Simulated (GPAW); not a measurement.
# Co4 Ru4 Co4 0001: which magnetic order is lowest, part 2 of 2

Aim: find out whether Co4 Ru4 Co4 0001 carries moments, and which collinear order costs least.

GPAW 26.7.0; PBE; plane waves with GPAW's PAW setups, scalar-relativistic.

So far. Step 2 (Run 1 (ferro ++++++++)): After 72 cycles the largest moment stands at 1.83 μB.

### Step 3. Run 2 (antiferro ++++----)

Reversing part of the moments tests the sign of the couplings between them.

Input file order2.py:

```python
import json
import numpy as np
from ase import Atoms
from ase.parallel import paropen, parprint
from gpaw import GPAW

atoms = Atoms(['Co', 'Co', 'Co', 'Co', 'Ru', 'Ru', 'Ru', 'Ru', 'Co', 'Co', 'Co', 'Co'],
    cell=[[2.706, 0.0, 0.0],
         [-1.353, 2.343465, 0.0],
         [0.0, 0.0, 32.831311]],
    scaled_positions=[[0.0, 0.0, 0.182752],
         [0.333333, 0.666667, 0.236067],
         [0.0, 0.0, 0.289382],
         [0.333333, 0.666667, 0.342697],
         [0.0, 0.0, 0.402016],
         [0.333333, 0.666667, 0.467339],
         [0.0, 0.0, 0.532661],
         [0.333333, 0.666667, 0.597984],
         [0.0, 0.0, 0.657303],
         [0.333333, 0.666667, 0.710618],
         [0.0, 0.0, 0.763933],
         [0.333333, 0.666667, 0.817248]],
    pbc=True,
    magmoms=[1.8, 1.8, 1.8, 1.8, 0.0, 0.0, 0.0, 0.0, -1.8, -1.8, -1.8, -1.8])
atoms.calc = GPAW(mode={'name': 'pw', 'ecut': 450},
    xc='PBE',
    kpts={'size': (20, 20, 1), 'gamma': True},
    occupations={'name': 'fermi-dirac', 'width': 0.05},
    convergence={'density': 1e-05, 'energy': 1e-05},
    maxiter=200,
    mixer={'name': 'pulay', 'beta': 0.03, 'nmaxold': 8, 'weight': 100},
    symmetry={'tolerance': 1e-4},
    txt='order2.txt')
e = atoms.get_potential_energy(force_consistent=True)
res = {'free_energy': e, 'energy_sigma0': atoms.get_potential_energy(), 'fermi_energy': atoms.calc.get_fermi_level()}
res['moments'] = atoms.get_magnetic_moments().tolist()
res['total'] = atoms.get_magnetic_moment()
parprint('site moments (muB):', np.round(res['moments'], 3))
parprint(f"total moment: {res['total']:.3f} muB")
parprint(f'free energy: {e:.6f} eV')
atoms.calc.write('order2.gpw')
with paropen('results.json', 'w') as f:
    json.dump(res, f)
```

Command:

```sh
> OMP_NUM_THREADS=1 mpirun -n 4 gpaw python order2.py > order2.log
```

Numbers of over 12 decimals in the logs are rounded to 6 here.

The program printed:

```text
site moments (muB): [ 1.833  1.733  1.639  1.368 -0.007 -0.061  0.061  0.007 -1.368 -1.639
 -1.733 -1.833]
total moment: 0.000 muB
free energy: -98.873200 eV

--- order2.txt ---
Input parameters:
  mode=PW(ecut=450),
  convergence={'density': 1e-05, 'energy': 1e-05},
  kpts=MonkhorstPack(size=(20, 20, 1), gamma=True),
  maxiter=200,
  mixer=Pulay(name='pulay', nmaxold=8, beta=0.03, weight=100, sigma=0.015, g_ss=None),
  occupations=Occupations(name='fermi-dirac', width=0.05),
  symmetry=Symmetry(tolerance=0.0001),
  xc=XC(name='PBE')

Diagonalizing LCAO Hamiltonian
Converting LCAO to pw mode

        Co

       Co
        Co

       Co

        Ru

       Ru

        Ru

       Ru

        Co

       Co
        Co

       Co

Atoms  # Å, Bohr magnetons
|    | symbol |         x |        y |         z |    initial magnetic moments |
|----|--------|-----------|----------|-----------|-----------------------------|
|  0 |     Co |  0.000000 | 0.000000 |  5.999988 | ( 0.0000,  0.0000,  1.8000) |
|  1 |     Co | -0.000001 | 1.562311 |  7.750389 | ( 0.0000,  0.0000,  1.8000) |
|  2 |     Co |  0.000000 | 0.000000 |  9.500790 | ( 0.0000,  0.0000,  1.8000) |
|  3 |     Co | -0.000001 | 1.562311 | 11.251192 | ( 0.0000,  0.0000,  1.8000) |
|  4 |     Ru |  0.000000 | 0.000000 | 13.198712 | ( 0.0000,  0.0000,  0.0000) |
|  5 |     Ru | -0.000001 | 1.562311 | 15.343352 | ( 0.0000,  0.0000,  0.0000) |
|  6 |     Ru |  0.000000 | 0.000000 | 17.487959 | ( 0.0000,  0.0000,  0.0000) |
|  7 |     Ru | -0.000001 | 1.562311 | 19.632599 | ( 0.0000,  0.0000,  0.0000) |
|  8 |     Co |  0.000000 | 0.000000 | 21.580119 | ( 0.0000,  0.0000, -1.8000) |
|  9 |     Co | -0.000001 | 1.562311 | 23.330521 | ( 0.0000,  0.0000, -1.8000) |
| 10 |     Co |  0.000000 | 0.000000 | 25.080922 | ( 0.0000,  0.0000, -1.8000) |
| 11 |     Co | -0.000001 | 1.562311 | 26.831323 | ( 0.0000,  0.0000, -1.8000) |

Unit cell  # Å
| periodic |         x |        y |         z |   lengths |     angles |
|----------|-----------|----------|-----------|-----------|------------|
|      yes |  2.706000 | 0.000000 |  0.000000 |  2.706000 |  90.000000 |
|      yes | -1.353000 | 2.343465 |  0.000000 |  2.706000 |  90.000000 |
|      yes |  0.000000 | 0.000000 | 32.831311 | 32.831311 | 119.999997 |

Number of symmetries: 6

BZ-sampling:
  Number of BZ points: 400
  Number of IBZ points: 44

  Monkhorst-Pack size: [20, 20, 1]
  Monkhorst-Pack shift: [0.025, 0.025, 0.0]

Plane wave coefficients: 4577
Cutoff: 450.000000 eV

Spin-components: 2 (collinear spins)
Bands:           86
Projectors:      72
Spin-degeneracy: 1
Datatype:        complex128

Parallelization:
  kpt:    4
  domain: 1
  band:   1

Density:
  Valence electrons: 136.0
  Components: 2
  Grid points: [ 14  14 162]
  Charge: 0.0  # |e|

Potential:
  Grid points: [ 14  14 162]

[... setups left out ...]
Reference energy: -796202.179177  # eV

eigensolver:
  PPCG
  Converge bands: occupied
  niter=2

density mixing:
  Pulay-Mixer
  Linear mixing parameters: 0.03
  Old densities: 8
  Fourier metric: weight=100, sigma=0.015

occupation numbers:
  Fermi-Dirac:
    width: 0.0500  # eV

poisson solver:
  ecut: 3600.000000  # eV

xc functional:
  name: PBE with 2 nearest neighbor stencil

convergence criteria:
- Maximum integral of absolute [dens]ity change: 1e-05 electrons / valence electron
- Maximum [total energy] change in last 3 cyles: 1e-05 eV / valence electron
- Maximum integral of absolute [eigenst]ate change: 4e-08 eV^2 / valence electron
maximum number of iterations: 200

SCF iterations
|iter     |      energy | eigst |  dens |  magmom |
|---------|-------------|-------|-------|---------|
|iter:   1|       0s | -119.193245 | +0.36 |       |  +0.0000|
|iter:   2|       8s | -453.205520 | +1.68 | -0.60 |  -0.0000|
|iter:   3|      16s | -125.198526 | +0.73 | -0.31 |  -0.0001|
|iter:   4|      24s | -102.621324 | +0.12 | -0.73 |  -0.0000|
|iter:   5|      32s | -101.822048 | -0.72 | -1.06 |  +0.0002|
|iter:   6|      41s | -103.175351 | -1.79 | -1.11 |  -0.0063|
|iter:   7|      49s | -100.934414 | -2.33 | -0.94 |  -0.0002|
|iter:   8|      57s | -100.707331 | -1.25 | -1.15 |  -0.0048|
|iter:   9|      65s |  -99.548204 | -2.19 | -1.15 |  -0.0019|
|iter:  10|      73s |  -99.180848 | -2.00 | -1.26 |  -0.0027|
[... 56 iterations left out ...]
|iter:  67|     457s |  -98.816974c| -8.43c| -4.63 |  +0.0000|
|iter:  68|     461s |  -98.816973c| -8.46c| -4.66 |  +0.0000|
|iter:  69|     465s |  -98.816973c| -8.60c| -4.68 |  +0.0000|
|iter:  70|     469s |  -98.816972c| -9.00c| -4.68 |  +0.0000|
|iter:  71|     473s |  -98.816972c| -9.27c| -4.68 |  +0.0000|
|iter:  72|     477s |  -98.816972c| -8.58c| -4.69 |  +0.0000|
|iter:  73|     481s |  -98.816972c| -8.82c| -4.73 |  +0.0000|
|iter:  74|     485s |  -98.816972c| -9.12c| -4.78 |  +0.0000|
|iter:  75|     489s |  -98.816972c| -8.53c| -4.82 |  +0.0000|
|iter:  76|     493s |  -98.816972c| -9.01c| -5.03c|  +0.0000|

Converged in 76 steps
Energy contributions relative to reference atoms: (reference = -796202.179177)

Energy contributions:
  Kinetic:          64.579910
  Coulomb:         -66.210906
  Zero:              1.266694
  External:          0.000000
  Xc:              -98.396441
  Entropy:          -0.112457
  Spinorbit:         0.000000
  ----------------------------
  Free energy:     -98.873200
  Extrapolated:    -98.816972

dipole moment: (-38.531680, -33.341596, -0.000135)  # |e|*Ang

Total magnetic moment: (0.000000, 0.000000, 0.000002)

Local magnetic moments
|        x |        y |         z |
|----------|----------|-----------|
| 0.000000 | 0.000000 |  1.832504 |  # Co   0
| 0.000000 | 0.000000 |  1.733485 |  # Co   1
| 0.000000 | 0.000000 |  1.638956 |  # Co   2
| 0.000000 | 0.000000 |  1.368097 |  # Co   3
| 0.000000 | 0.000000 | -0.007178 |  # Ru   4
| 0.000000 | 0.000000 | -0.061384 |  # Ru   5
| 0.000000 | 0.000000 |  0.061385 |  # Ru   6
| 0.000000 | 0.000000 |  0.007175 |  # Ru   7
| 0.000000 | 0.000000 | -1.368096 |  # Co   8
| 0.000000 | 0.000000 | -1.638953 |  # Co   9
| 0.000000 | 0.000000 | -1.733485 |  # Co  10
| 0.000000 | 0.000000 | -1.832502 |  # Co  11

Fermi level: 6.601
Eigenvalues  # (at kpt = [-0.000, -0.000, 0.000])
| band index |      eig [eV] | occ [0-1] |      eig [eV] | occ [0-1] |
|------------|---------------|-----------|---------------|-----------|
|          0 |       -66.513 |     1.000 |       -66.513 |     1.000 |
|        ... |               |           |               |           |
|         65 |         5.864 |     1.000 |         5.864 |     1.000 |
|         66 |         5.921 |     1.000 |         5.921 |     1.000 |
|         67 |         5.964 |     1.000 |         5.964 |     1.000 |
|         68 |         5.964 |     1.000 |         5.964 |     1.000 |
|         69 |         6.151 |     1.000 |         6.151 |     1.000 |
|         70 |         6.243 |     0.999 |         6.243 |     0.999 |
|         71 |         6.243 |     0.999 |         6.243 |     0.999 |
|         72 |         6.543 |     0.763 |         6.543 |     0.763 |
|         73 |         6.636 |     0.335 |         6.636 |     0.335 |
|         74 |         6.710 |     0.102 |         6.710 |     0.102 |
|         75 |         6.710 |     0.102 |         6.710 |     0.102 |
|         76 |         7.050 |     0.000 |         7.050 |     0.000 |
|         77 |         7.050 |     0.000 |         7.050 |     0.000 |
|         78 |         7.155 |     0.000 |         7.155 |     0.000 |
|         79 |         7.441 |     0.000 |         7.441 |     0.000 |
|         80 |         7.441 |     0.000 |         7.441 |     0.000 |
|        ... |               |           |               |           |
|         85 |         7.761 |     0.000 |         7.761 |     0.000 |

No gap
No difference between direct/indirect transitions
```

Wall time 8.5 min (4 MPI ranks of Intel Xeon 6975P-C (Granite Rapids), shared host); peak memory 1.6 GiB.

Spin moment in the augmentation sphere by atom:

| atom | spin moment in the augmentation sphere (μB) |
| --- | --- |
| Co1 | 1.83 |
| Co2 | 1.73 |
| Co3 | 1.64 |
| Co4 | 1.37 |
| Ru5 | -0.01 |
| Ru6 | -0.06 |
| Ru7 | 0.06 |
| Ru8 | 0.01 |
| Co9 | -1.37 |
| Co10 | -1.64 |
| Co11 | -1.73 |
| Co12 | -1.83 |

Read from the output:

| Quantity | Value |
| --- | --- |
| magnetization | 0 μB |
| final state | antiferromagnetic |

It lies 2.01 meV a seeded atom under the first start, and its largest moment is 1.83 μB against 1.83 μB.

### Step 4. Ranking

These are free energies at a smearing of 0.05 eV, so its entropy term is in the differences. They are divided by the number of seeded atoms, so that cells of unlike size compare.

Orders:

```
             start        final state  typed order kept  energy over the lowest (meV a seeded atom)  largest site moment (μB)  net moment (μB a primitive cell)  mesh matched  CPU time (s)
    ferro ++++++++      ferromagnetic               yes                                       2.011                      1.83                             12.65           yes          2307
antiferro ++++----  antiferromagnetic               yes                                           0                     1.833                                 0           yes          2042
```

### Step 5. Outcome

- lowest state found: antiferromagnetic (typed antiferro ++++----)
- largest site moment: 1.83 μB
- next state: ferromagnetic, 2.01 meV a seeded atom higher

The lowest state found is antiferromagnetic, reached from the start antiferro ++++----, with moments up to 1.83 μB. The two lowest states lie so close that the mesh, the functional or spin–orbit coupling could swap them. This is the lowest of 2 finished starts, no proof of the ground state.

[Logs and program files are shortened in this print: banners, set-up blocks, solver, clock and traceback lines can be left out without a mark of their own.]

[Logs are printed without paths, hosts, clocks, repeated set-up lines and the standing remarks that a program may print on its own settings, such as how far it seeks lower states.]

[Hosts, paths, dates, database ids (printed as entryN), source tags and the programs' standing remarks are cut or masked in the printed files.]

[Where a cell is said to come from a database of computed structures, the database is the Materials Project.]
